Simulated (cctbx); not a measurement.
## Accept or mend?

Cell a = 14.4800 Å, b = 4.2850 Å, c = 17.1520 Å, α = 90.00°, β = 102.03°, γ = 90.00°; space group Cm (no. 8). The compound is Sc3Ag4I8O.

Simulated single-crystal data (cctbx): Mo Kα, λ = 0.71073 Å, to d = 0.75 Å, 80 % of the full sphere, strongest reflection 70000 counts, noise from counting, a 4 % proportional error and a noise floor of 8 counts (s.d.); no absorption.

An anisotropic refinement with weights 1/σ² prints:

```text
Rint 0.014, 166 unique reflections to 2.00 A
cycle     R1     wR2    GooF  max shift (A)
   1  0.0160  0.0412   1.474   0.02321
  12  0.0097  0.0271   0.968   0.01712
final R1 0.0097 wR2 0.0270 GooF 0.966  parameters 96  data/parameter 1.7
atom        x        y        z      Ueq    occ   su(xyz)  su(Uiso or U11)
I1     0.48291  0.00000  0.52591  -0.0019  1.000  0.00344  0.0316  NPD
I2     0.36968  0.00000  0.04120   0.0125  1.000  0.00363  0.0512  NPD
I3     0.40739  0.50000  0.28691   0.0006  1.000  0.00314  0.0473  NPD
I4     0.36713  0.50000  0.83381   0.0029  1.000  0.00216  0.0442  NPD
I5     0.28357  0.50000  0.60565   0.0021  1.000  0.00306  0.0307  NPD
I6     0.18682  0.00000  0.40620  -0.0000  1.000  0.00275  0.0914  NPD
I7     0.09007  0.00000  0.73130   0.0011  1.000  0.00201  0.0459  NPD
I8     0.12937  0.50000  0.94579   0.0044  1.000  0.00305  0.0250  NPD
Ag1    0.50260  0.50000  0.99110   0.0024  1.000  0.00513  0.0259  NPD
Ag2    0.35242  0.50000  0.44853   0.0125  1.000  0.00545  0.0572  NPD
Ag3    0.22862  0.00000  0.87840   0.0097  1.000  0.00285  0.0577  NPD
Ag4    0.13166  0.00000  0.55577   0.0024  1.000  0.00358  0.0219  NPD
Sc1    0.42628  0.00000  0.70171   0.0094  1.000  0.01031  0.1826  NPD
Sc2    0.26963  0.50000  0.12030  -0.0129  1.000  0.00768  0.0902  NPD
Sc3    0.07942  0.50000  0.27034   0.0171  1.000  0.00857  0.1041  NPD
O1     0.12006  0.00000  0.17169   0.0145  1.000  0.02074  0.3282  NPD
difference map: max 0.05 min -0.12 rms 0.03
Q1    0.2800  0.1394  0.2585    4    0.05  2.38 A from I3
Q2    0.3756  0.3380  0.1725    4    0.05  1.75 A from Sc2
Q3    0.4340  0.4122  0.9746    4    0.05  1.04 A from Ag1
Q4    0.2408  0.3013  0.9894    4    0.05  1.84 A from I8
Q5    0.2178  0.1270  0.5024    4    0.05  1.71 A from I6
Q6    0.1550  0.2874  0.2779    4    0.05  1.41 A from Sc3
```

Q: Accept it or mend it, and why?

Mend it. The fault: data cut at low resolution. Against the right model at the same level, R1 goes from 0.0171 to 0.0097 and GooF from 0.96 to 0.97 and I1, I2, I3, I4, I5, I6, I7, I8, Ag1, Ag2, Ag3, Ag4, Sc1, Sc2, Sc3 and O1 go non-positive-definite. The atoms are right, but there are too few data for the parameters: R1 flatters and the s.u.s grow. Data per parameter fall from 27.7 to 1.7. The fit had not settled when the cycles ran out.

The compound is Sc3Ag4I8O. The right model at the same level gives:

```text
Rint 0.024, 2659 unique reflections to 0.75 A
cycle     R1     wR2    GooF  max shift (A)
   1  0.0203  0.0535   1.199   0.00147
   2  0.0171  0.0429   0.962   0.00001
final R1 0.0171 wR2 0.0429 GooF 0.962  parameters 96  data/parameter 27.7
atom        x        y        z      Ueq    occ   su(xyz)  su(Uiso or U11)
I1     0.48115  0.00000  0.52529   0.0045  1.000  0.00003  0.0002
I2     0.36959  0.00000  0.04020   0.0050  1.000  0.00003  0.0002
I3     0.40955  0.50000  0.28647   0.0022  1.000  0.00003  0.0002
I4     0.36716  0.50000  0.83363   0.0025  1.000  0.00003  0.0002
I5     0.28359  0.50000  0.60656   0.0033  1.000  0.00003  0.0002
I6     0.18836  0.00000  0.40640   0.0042  1.000  0.00003  0.0002
I7     0.09007  0.00000  0.72975   0.0028  1.000  0.00003  0.0002
I8     0.13000  0.50000  0.94639   0.0048  1.000  0.00003  0.0002
Ag1    0.49986  0.50000  0.99291   0.0079  1.000  0.00004  0.0002
Ag2    0.35306  0.50000  0.44807   0.0083  1.000  0.00004  0.0002
Ag3    0.22675  0.00000  0.87893   0.0049  1.000  0.00004  0.0002
Ag4    0.13381  0.00000  0.55619   0.0060  1.000  0.00004  0.0002
Sc1    0.43078  0.00000  0.70234   0.0074  1.000  0.00010  0.0006
Sc2    0.26028  0.50000  0.12087   0.0055  1.000  0.00009  0.0006
Sc3    0.07619  0.50000  0.27241   0.0040  1.000  0.00009  0.0006
O1     0.12813  0.00000  0.16137   0.0074  1.000  0.00037  0.0024
Flack x: 0.08(2)
Hooft y: 0.078(30)  Bijvoet pairs: 1227
difference map: max 0.71 min -0.80 rms 0.17
Q1    0.4174  0.0000  0.3728    2    0.72  2.59 A from I1
Q2    0.1258  0.5000  0.5534    2    0.70  2.05 A from I1
Q3    0.3274  0.5000  0.4975    2    0.70  0.99 A from Ag2
Q4    0.2029  0.5000  0.4405    2    0.68  2.15 A from Ag2
Q5    0.1243  0.5000  0.2629    2    0.68  0.75 A from Sc3
Q6    0.4934  0.0000  0.9058    2    0.67  1.96 A from I8
```

The model is made up (kin elements in a known structure type, no relaxation), so it says nothing on whether the phase exists.

[Middle refinement cycles are left out of these outputs.]

[Logs are printed without paths, hosts, clocks, repeated set-up lines and the standing remarks that a program may print on its own settings, such as how far it seeks lower states.]
